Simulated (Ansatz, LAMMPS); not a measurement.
## Glassy 42SiO2-31B2O3-14K2O-14Al2O3 (mol %) (140 atoms): support functions against a reference

Aim: test how closely localised support functions follow the reference on glassy 42SiO2-31B2O3-14K2O-14Al2O3 (mol %) (140 atoms), and at what cost. A setting counts as converged where the r.m.s. difference of forces stays under 1 % of the r.m.s. force.

Main program and level: Ansatz 0.2.0; Kohn-Sham DFT, PBE, PAW (set soft_2), plane waves.

## 1. The starting structure

The cell holds 140 atoms: 15 Si, 22 B, 10 K, 10 Al and 83 O. Its edges and angles: a = 12.199 Å, b = 12.199 Å, c = 12.199 Å, α = 90.0°, β = 90.0°, γ = 90.0°. 140 atoms (15 Si, 22 B, 10 K, 10 Al, 83 O) placed at random at 2.3 g/cm³, melted at 3000 K for 20 ps at fixed volume with the Buckingham and Coulomb pair potential of Guillot and Sator (Geochim. Cosmochim. Acta 71, 1249 (2007)) with the boron terms of Wang et al. (J. Non-Cryst. Solids 498, 294 (2018)). Quenched from 3000 K to 300 K at 200 K/ps and fixed volume, held 10 ps at zero pressure, then minimised at fixed cell.

What the set-up can't give: The quench rate of 200 K/ps far exceeds what a furnace or splat quench reaches, so expect more defects and frozen-in strain than in a real sample. The network of bonds at the start is that of the classical potential that made the cell, and needn't be the one that DFT or experiment would give. Only the Γ point is sampled, in a cell whose shortest periodic width is 12 Å.

## 2. How the cell was made

A classical potential makes the cell, at a small fraction of what the same run would cost in DFT.

This step: classical MD, Buckingham and Coulomb pair potential of Guillot and Sator (Geochim. Cosmochim. Acta 71, 1249 (2007)) with the boron terms of Wang et al. (J. Non-Cryst. Solids 498, 294 (2018)) (LAMMPS 22 Jul 2025 - Update 4).

File in.lmp:

```
# melt-quench of Si15B22K10Al10O83
units metal
atom_style charge
boundary p p p
region box block 0 12.4109 0 12.4109 0 12.4109
create_box 5 box
mass 1 28.0850   # Si
mass 2 10.8100   # B
mass 3 39.0983   # K
mass 4 26.9815   # Al
mass 5 15.9990   # O
create_atoms 1 random 15 4862 NULL overlap 1.5 maxtry 2000
create_atoms 2 random 22 4869 NULL overlap 1.5 maxtry 2000
create_atoms 3 random 10 4876 NULL overlap 1.5 maxtry 2000
create_atoms 4 random 10 4883 NULL overlap 1.5 maxtry 2000
create_atoms 5 random 83 4890 NULL overlap 1.5 maxtry 2000
pair_style buck/coul/long 9.0
pair_coeff * * 0.0 1.0 0.0
pair_coeff 1 5 50306.10 0.161 46.2978   # Si-O
pair_coeff 2 5 206941.81 0.124 35.0018   # B-O
pair_coeff 3 5 2284.77 0.29 0   # K-O
pair_coeff 4 5 28538.42 0.172 34.5778   # Al-O
pair_coeff 5 5 9022.79 0.265 85.0921   # O-O
pair_coeff 2 2 484.40 0.35 0.0   # B-B
pair_coeff 1 2 337.70 0.29 0.0   # Si-B
set type 1 charge 1.89
set type 2 charge 1.4175
set type 3 charge 0.4725
set type 4 charge 1.4175
set type 5 charge -0.945
kspace_style pppm 1.0e-4
neigh_modify delay 0 every 1 check yes
thermo_style custom step time temp pe press density
thermo_modify norm yes
# [... 20 lines left out ...]
thermo 3333
fix md all npt temp 300 300 0.1 iso 0 0 1
run 10000 post no
unfix md
thermo 100
min_style cg
minimize 0 1e-3 2000 20000
write_dump all custom glass.dump id type xs ys zs modify sort id
```

Command:

```bash
lmp -in in.lmp -log none -nocite
```

Standard output:

```text
LAMMPS (22 Jul 2025 - Update 4)
Created orthogonal box = (0 0 0) to (12.4109 12.4109 12.4109)
Created 15 atoms
Created 22 atoms
Created 10 atoms
Created 10 atoms
Created 83 atoms
PPPM initialization ...
  G vector (1/distance) = 0.32356692
  grid = 10 10 10
  estimated relative force accuracy = 7.3193989e-05
   Step          Time           Temp          PotEng         Press         Density
         0   0              0              1.6975073      1117669        2.2999905
       100   0.1            0             -10.078612     -13586.589      2.2999905
       130   0.13           0             -10.170288     -26294.613      2.2999905
Loop time of 0.147187 s on 1 MPI rank(s) for 130 steps with 140 atoms
Minimization stats:
  Stopping criterion = energy tolerance
  Energy initial, next-to-last, final =
      1.69750725536779  -10.1692856488152  -10.1702881342567
  Force two-norm initial, final = 469.8726 3.9470474
  Iterations, force evaluations = 130 213
   Step          Time           Temp          PotEng         Press         Density
         0   0              3000          -10.170288      3822.2662      2.2999905
       500   0.5            2977.8481     -9.8585739      29956.528      2.2999905
      1000   1              2935.5207     -9.8318827      3870.9287      2.2999905
[... 3 lines left out ...]
      3333   3.333          3064.0192     -9.8530392      15976.993      2.2999905
      6666   6.666          2829.1225     -9.8322119      33657.138      2.2999905
      9999   9.999          3209.5346     -9.8726148      7038.8145      2.2999905
     13332   13.332         2948.7647     -9.9325228      11171.117      2.2999905
     16665   16.665         2685.3218     -9.8577003      61240.925      2.2999905
[... 2 lines left out ...]
Loop time of 10.1729 s on 1 MPI rank(s) for 20000 steps with 140 atoms
   Step          Time           Temp          PotEng         Press         Density
[... 12 lines left out ...]
Loop time of 6.76313 s on 1 MPI rank(s) for 13500 steps with 140 atoms
   Step          Time           Temp          PotEng         Press         Density
[... 3 lines left out ...]
     43329   43.329         312.57354     -10.323708      3017.8689      2.4791194
     44500   44.5           273.69287     -10.322975     -1880.0811      2.4218388
Loop time of 5.91311 s on 1 MPI rank(s) for 10000 steps with 140 atoms
   Step          Time           Temp          PotEng         Press         Density
     44500   44.5           273.69287     -10.322971     -1877.2315      2.4218388
     44593   44.593         273.69287     -10.361612     -4854.1445      2.4218388
Loop time of 0.142382 s on 1 MPI rank(s) for 93 steps with 140 atoms
Minimization stats:
  Stopping criterion = linesearch alpha is zero
  Energy initial, next-to-last, final =
     -10.3229709333586  -10.3616118988606  -10.3616118988606
  Force two-norm initial, final = 19.278634 0.1099889
  Iterations, force evaluations = 93 211
```

Run time: 24 s. Hardware: 1 thread of Arm Neoverse V2, shared host; peak memory 0.068 GiB.

## 3. Plane-wave single point

This run is the reference for what follows, at a cutoff of 420 eV.

File input.yaml:

```yaml
crystal:
  lattice:
    - [12.19917, 0.0, 0.0]
    - [0.0, 12.19917, 0.0]
    - [0.0, 0.0, 12.19917]
  atoms:
    - { symbol: Si, position: [0.88379, 0.493, 0.96295] }
    - { symbol: Si, position: [0.8023, 0.52191, 0.56959] }
    - { symbol: Si, position: [0.19278, 0.60651, 0.63309] }
    - { symbol: Si, position: [0.51498, 0.32218, 0.74384] }
    - { symbol: Si, position: [0.69346, 0.35727, 0.42647] }
    - { symbol: Si, position: [0.95321, 0.3144, 0.59704] }
    - { symbol: Si, position: [0.16973, 0.84594, 0.83337] }
    - { symbol: Si, position: [0.68725, 0.1418, 0.55676] }
    - { symbol: Si, position: [0.10025, 0.58564, 0.85069] }
    - { symbol: Si, position: [0.86538, 0.71642, 0.42493] }
    - { symbol: Si, position: [0.82334, 0.93037, 0.54784] }
    - { symbol: Si, position: [0.01023, 0.00933, 0.71117] }
    - { symbol: Si, position: [0.50889, 0.20947, 0.08149] }
    - { symbol: Si, position: [0.02336, 0.4465, 0.25435] }
    - { symbol: Si, position: [0.19189, 0.08308, 0.5496] }
    - { symbol: B, position: [0.10166, 0.71186, 0.36068] }
    - { symbol: B, position: [0.16758, 0.34732, 0.70471] }
    - { symbol: B, position: [0.41242, 0.64183, 0.74428] }
    - { symbol: B, position: [0.72343, 0.45059, 0.78281] }
    - { symbol: B, position: [0.39473, 0.49951, 0.22709] }
    - { symbol: B, position: [0.1256, 0.25861, 0.91245] }
    - { symbol: B, position: [0.63002, 0.39821, 0.03151] }
    - { symbol: B, position: [0.28523, 0.49369, 0.97221] }
    - { symbol: B, position: [0.86891, 0.1889, 0.78552] }
    - { symbol: B, position: [0.4919, 0.2964, 0.30298] }
    - { symbol: B, position: [0.0109, 0.16369, 0.41837] }
    - { symbol: B, position: [0.66158, 0.61643, 0.33778] }
    - { symbol: B, position: [0.27939, 0.29694, 0.08016] }
    - { symbol: B, position: [0.35048, 0.86742, 0.96638] }
    - { symbol: B, position: [0.19038, 0.57209, 0.19722] }
    - { symbol: B, position: [0.72163, 0.42893, 0.22836] }
    - { symbol: B, position: [0.63391, 0.81715, 0.56526] }
    [... 102 atom lines left out ...]
    - { symbol: O, position: [0.8441, 0.64454, 0.53817] }
    - { symbol: O, position: [0.71, 0.47762, 0.48322] }
    - { symbol: O, position: [0.75558, 0.67992, 0.35575] }
    - { symbol: O, position: [0.43313, 0.36924, 0.83836] }
    - { symbol: O, position: [0.98047, 0.32458, 0.22543] }
    - { symbol: O, position: [0.40346, 0.23447, 0.35732] }
kpoints:
  mp_grid: { grid: [1, 1, 1] }
hamiltonian:
  xc: pbe
scf:
  occupations: { method: fermi_dirac, width: 0.05 }
output:
  forces: true
  stress: true
  populations: true
  dos:
    method: { smearing: { sigma: 0.1 } }
    de: 0.1
    projected: { site_lists: { Al: [Al], B: [B], K: [K], O: [O], Si: [Si] } }
  eigenvalues: true
  write_density: true
  write_potential: true
  volumetric_format: npy
```

Command:

```bash
ansatz run input.yaml --threads 4 --pin off --max-ram 8192MiB --backend cpu --events-out ev --progress --plain --runs-dir out
```

Standard output:

```text
Engine: ansatz 0.2.0, aarch64-unknown-linux-gnu
Pseudopotentials: kind: paw
Pseudopotential: Si, paw, valence charge 4, recommended cutoff 420 eV (normal), Si.paw.azcp
Pseudopotential: B, paw, valence charge 3, recommended cutoff 420 eV (normal), B.paw.azcp
Pseudopotential: K, paw, valence charge 9, recommended cutoff 420 eV (normal), K.paw.azcp
Pseudopotential: Al, paw, valence charge 3, recommended cutoff 420 eV (normal), Al.paw.azcp
Pseudopotential: O, paw, valence charge 6, recommended cutoff 420 eV (normal), O.paw.azcp
[... 5 lines on functional and potentials left out ...]
Crystal: 140 atoms, lattice volume = 1815.477 Å³
Basis set: ecut = 420 eV, 35513 PW (Γ), exchange–correlation on 180×180×180 points (8 copies of the dense FFT grid, shifted against one another)
Bands: 512, of which v1, the nominal top of the filled ones, is band 372 counted from 1 (371 counted from 0)
Symmetry: 1 space group operations
Space group: P1 (ITA 1), of the structure as read, at distance tolerance 1.2e-4 Å
k-points: 1
[... 11 lines on functional and potentials left out ...]
Initial density: superposition of atomic densities (neutral atoms: chi_scale 0, normalization atom), corrected by the library's trained network
Initial wavefunctions: pseudopotential atomic-orbital guess
Functional: x = pbe(κ = 0.804, μ = 0.219515), c = pbe(β = 0.066725)
SCF iter   1: F=—  HF=-80949.346006 eV  |F-HF|=—  |Δ(HF+E_count)|=         —  Δρ=2.96e-3  dr2=2.33e-1  ethr=1.77e-3  ⟨swp⟩=7.0  Hψ=2496  notcnv=0  defer=117
preconditioner: auto → Resta (q_TF=auto, 2.351 Å⁻¹)  ε∞=3.3  [insulator: Δε(μ)=1.782 eV  Ē_g=15.405 eV  σ=0.050 eV  W_gap=1.00  n_scr=388 (ndim 8)  ℏωp=23.4 eV  f_vac=0.124  D(μ)=0.00/eV (n_scr^D=0)  ε∞_Penn≈3.3]
SCF iter   2: F=—  HF=-80949.328763 eV  |F-HF|=—  |Δ(HF+E_count)|=   1.72e-2  Δρ=1.60e-3  dr2=6.73e-2  ethr=3.13e-5  ⟨swp⟩=2.0  Hψ=887  notcnv=0  defer=132
SCF iter   3: F=—  HF=-80949.326558 eV  |F-HF|=—  |Δ(HF+E_count)|=   2.21e-3  Δρ=8.49e-4  dr2=2.11e-2  ethr=9.05e-6  ⟨swp⟩=2.0  Hψ=690  notcnv=0  defer=132
SCF iter   4: F=—  HF=-80949.323211 eV  |F-HF|=—  |Δ(HF+E_count)|=   3.35e-3  Δρ=2.84e-4  dr2=2.20e-3  ethr=2.84e-6  ⟨swp⟩=2.0  Hψ=690  notcnv=0  defer=132
SCF iter   5: F=—  HF=-80949.323339 eV  |F-HF|=—  |Δ(HF+E_count)|=   1.28e-4  Δρ=2.20e-4  dr2=8.42e-4  ethr=2.96e-7  ⟨swp⟩=2.0  Hψ=682  notcnv=0  defer=132
SCF iter   6: F=—  HF=-80949.323271 eV  |F-HF|=—  |Δ(HF+E_count)|=   6.86e-5  Δρ=6.15e-5  dr2=8.34e-5  ethr=1.13e-7  ⟨swp⟩=2.0  Hψ=682  notcnv=0  defer=132
SCF iter   7: F=—  HF=-80949.328163 eV  |F-HF|=—  |Δ(HF+E_count)|=   4.89e-3  Δρ=2.63e-5  dr2=1.39e-5  ethr=1.12e-8  ⟨swp⟩=2.0  Hψ=801  notcnv=0  defer=132
SCF iter   8: F=—  HF=-80949.328169 eV  |F-HF|=—  |Δ(HF+E_count)|=   6.23e-6  Δρ=1.52e-5  dr2=4.10e-6  ethr=1.86e-9  ⟨swp⟩=2.0  Hψ=683  notcnv=0  defer=132
SCF iter   9: F=—  HF=-80949.328170 eV  |F-HF|=—  |Δ(HF+E_count)|=   6.07e-7  Δρ=4.70e-6  dr2=4.15e-7  ethr=5.51e-10  ⟨swp⟩=2.0  Hψ=682  notcnv=0  defer=132
SCF iter  10: F=—  HF=-80949.328170 eV  |F-HF|=—  |Δ(HF+E_count)|=   3.00e-7  Δρ=3.00e-6  dr2=1.45e-7  ethr=1.34e-11  ⟨swp⟩=22.0  Hψ=5145  notcnv=0
SCF iter  11: F=-80949.328170 eV  HF=-80949.328170 eV  |F-HF|=8.99e-9  |Δ(HF+E_count)|=   3.29e-8  Δρ=6.54e-7  dr2=9.87e-9  ethr=1.34e-11  ⟨swp⟩=9.0  Hψ=3144  notcnv=0
SCF 1 converged in 11 iterations: F = -80949.328170 eV  dr2 = 9.87e-9
  greatest PAW one-centre occupation: 0.987 electrons in one spin orbital (limit 2), on the K atom at site 37 (counted from 0), in its partial waves of l = 0
SCF converged after 11 iterations
Free energy (F): -80949.328170 eV
Harris-Foulkes:  -80949.328170 eV  (|F-HF|=8.99e-9)
Internal energy: -80949.328170 eV  (E = F + TS)
E sigma→0 (E₀):  -80949.328170 eV
Entropy (-TS):   -0.000001 eV (-0.000 meV/atom)
Fermi energy:    5.051912 eV
--- Per-component energies (eV) ---
  E_band       = -3651.057664
  E_kinetic    = 19241.496013
  E_local      = -51326.059023  (includes V_loc(G=0)·N_el)
  E_nonlocal   = 4824.419607
  E_hartree    = 19191.865911
  E_xc         = -9418.068430
  E_vxc        = -11306.329469  (∫ρ·V_xc dr)
  E_paw        = -35105.220792  (= ΣΔE_a)
  E_vpaw       = -3468.527793  (= ΣTr[D̂ρ^β])
  E_aug_tail   = 0.211515  (compensation charges beyond the density's cutoff)
  E_ewald      = -28357.972972
  E_smearing   = -0.000001  (= −TS)
  E_closure    = -0.000000  (closes the sum)
  Σ components = -80949.328170   (vs F -80949.328170, Δ=0.00e0)
--- Forces (eV/Å), atoms counted from 1 ---
  atom   1  Si     0.97096253    -1.83622275     0.82867005
  atom   2  Si    -0.13361084    -1.70182657    -0.31033857
  atom   3  Si     1.08542654     1.21710868     0.24512675
  atom   4  Si    -0.60578743     1.10273661    -0.35931461
  atom   5  Si    -1.37051207    -0.33085025    -0.97285012
  atom   6  Si     1.02704961    -0.23631418     1.19832749
  atom   7  Si     2.93323641    -0.51461336    -1.58121387
  atom   8  Si    -2.41017818     0.35548562     0.03962026
  atom   9  Si     1.52396173    -0.76407013     0.12098173
  atom  10  Si     0.30744016    -1.12631681    -0.50515150
  atom  11  Si    -0.94145275    -0.05367207     0.43131994
  atom  12  Si     0.09206901     1.90998623    -0.89313662
  atom  13  Si    -0.96729063     1.87143913     0.45186990
  atom  14  Si     1.12778472     0.84011201    -1.08383498
[...]
atom 139  O     -0.65821225    -1.45182121    -0.13252118
  atom 140  O     -0.44045315    -0.04958537     0.34008957
  max |Σ_I F_I| component: 8.98e-5 eV/Å
--- Stress (GPa, compression-positive) ---
       -0.427441      -0.292091      -1.220192
       -0.292095      -1.722999       1.477825
       -1.220186       1.477832      -1.050100
  P = ⅓ Tr σ = -1.0668 GPa (-10.668 kbar)
--- Band table (eV) ---
  k-point 0: bands = ["-28.0799", "-27.6639", "-27.2391", "-27.1468", [... 496 levels ...], "13.2413", "13.2545", "13.3009", "13.3113", "13.3432", "13.3771", "13.3947", "13.4148", "13.4473", "13.5130", "13.5647", "13.5759"]
--- Löwdin populations: 140 sites ---
  site symbol       q [e]
     0     Si      2.2576
     1     Si      2.2211
     2     Si      2.2632
[...]
139      O      6.6895
  spilling = 0.009675 (of n_electrons = 744.000000)
```

Run time: 52 s. Hardware: 4 threads of Arm Neoverse V2, shared host; peak memory 2.7 GiB; 3.3 min of CPU time.

In the SCF lines HF is the Harris–Foulkes energy and dr2 the Hartree energy of the density residual, in eV; the loop may stop once dr2 is under the threshold and the program's other checks hold. Hψ counts applications of the Hamiltonian.

The run gave:

- free energy: -80949.3282 eV
- free energy per atom: -578.2095 eV/atom
- SCF cycles: 11
- pressure: -1.067 GPa
- r.m.s. force component: 0.8522 eV/Å
- longest force: 3.372 eV/Å
- Fermi energy: 5.052 eV
- gap (highest filled to lowest empty level): 1.568 eV
- spilling of the projection: 0.009675

The r.m.s. force component of 0.85 eV/Å sets the scale for the differences below.

## 4. Support functions medium

The cell is solved in localised support functions. Besides, the program derives a nominal cutoff of 464 eV for this run, against the reference's 420.

This step: Kohn-Sham DFT, PBE, PAW (set soft_2), localised support functions (medium) (Ansatz 0.2.0).

input.yaml, the sections that differ from step 3:

```yaml
scf:
  occupations: { method: fermi_dirac, width: 0.05 }
  eigensolver: { kind: { support_functions: { accuracy: medium } } }
  max_iter: 150
output:
  forces: true
  eigenvalues: true
# crystal, kpoints, hamiltonian: as in step 3
```

Standard output:

```text
Warning: scf.eigensolver.kind.support_functions: disabling space-group detection — the functions' gradient is summed over unrotated k-points, so no spatial operation reduces the k-mesh or symmetrises the density; time reversal is kept, so that k and −k are solved as one point where they differ and the mesh holds both, and exact exchange and, on two spinor components, a DFT+U term hold to it where the run has them: [...]
Warning: basis.ecutwfc = 464 eV, auto-derived: no grid that the accuracy of the support functions lays serves the files at the lower one that their records recommend; a deck with other species or settings can derive another value
settings of this run that can trade accuracy for cost: scf.eigensolver.kind.support_functions [...]
[...]
Crystal: 140 atoms, lattice volume = 1815.477 Å³
Basis set: ecut = 464 eV, 41347 PW (Γ), exchange–correlation on 180×180×180 points (8 copies of the dense FFT grid, shifted against one another)
Bands: 447, of which v1, the nominal top of the filled ones, is band 372 counted from 1 (371 counted from 0)
Symmetry: 1 space group operations
k-points: 1
[...]
SCF iter   1: F=—  HF=-80928.502793 eV  |F-HF|=—  |Δ(HF+E_count)|=         —  Δρ=9.80e-2  dr2=1.76e2  ethr=1.00e-1
[...]
SCF iter  13: F=—  HF=-80949.955666 eV  |F-HF|=—  |Δ(HF+E_count)|=   2.93e-3  Δρ=1.45e-5  dr2=6.98e-6  ethr=5.48e-9  κ⁻¹=1.2e-5(r=7)
SCF iter  14: F=-80949.958060 eV  HF=-80949.958061 eV  |F-HF|=9.00e-7  |Δ(HF+E_count)|=   2.39e-3  Δρ=9.89e-6  dr2=2.45e-6  ethr=9.38e-10
SCF 1 converged in 14 iterations: F = -80949.992328 eV  dr2 = 2.45e-6
[...]
SCF converged after 14 iterations
Stability not checked: this state was not tested for a lower state beside it, because the mixer in use, unlike msr1, does not test its closes by its own steps (another_mixer; see scf.mixing.algorithm and scf.lower_state_search)
Free energy (F): -80949.992328 eV
[...]
Internal energy: -80949.992328 eV  (E = F + TS)
E sigma→0 (E₀):  -80949.992328 eV
Entropy (-TS):   -0.000001 eV (-0.000 meV/atom)
Fermi energy:    5.051906 eV
[...]
Σ components = -80949.992328   (vs F -80949.992328, Δ=0.00e0)
--- Forces (eV/Å), atoms counted from 1 ---
  atom   1  Si     0.97058798    -1.83760420     0.82889864
  atom   2  Si    -0.13406442    -1.70305234    -0.31039298
  atom   3  Si     1.08658272     1.21640322     0.24544837
  atom   4  Si    -0.60661236     1.10365725    -0.35937180
[...]
atom 140  O     -0.44323065    -0.05103247     0.34178639
  max |Σ_I F_I| component: 2.52e-3 eV/Å
--- Band table (eV) ---
[...]
```

Wall time 3 min (4 threads); peak memory 5.3 GiB.

The program notes that the band table was not solved further than the SCF left it and it switched symmetry off.

Keys that differ from the reference: support_functions.accuracy = "medium" and scf.max_iter = 150.

Forces differ from the reference by 1.1 meV/Å r.m.s., 0.13 % of their size, well within a tolerance of 1 %; the energy by -4.7 meV/atom. It took roughly 3.5 times the reference's time (one timing each, with unlike analyses asked), in 14 cycles against 11.

[end of part 1 of 3]

[Long decimals in the printed logs are rounded to 6 places.]

[Logs are printed without paths, hosts, clocks, repeated set-up lines and the standing remarks that a program may print on its own settings, such as how far it seeks lower states.]

[Hosts, paths, dates, database ids (printed as entryN), source tags and the programs' standing remarks are cut or masked in the printed files.]
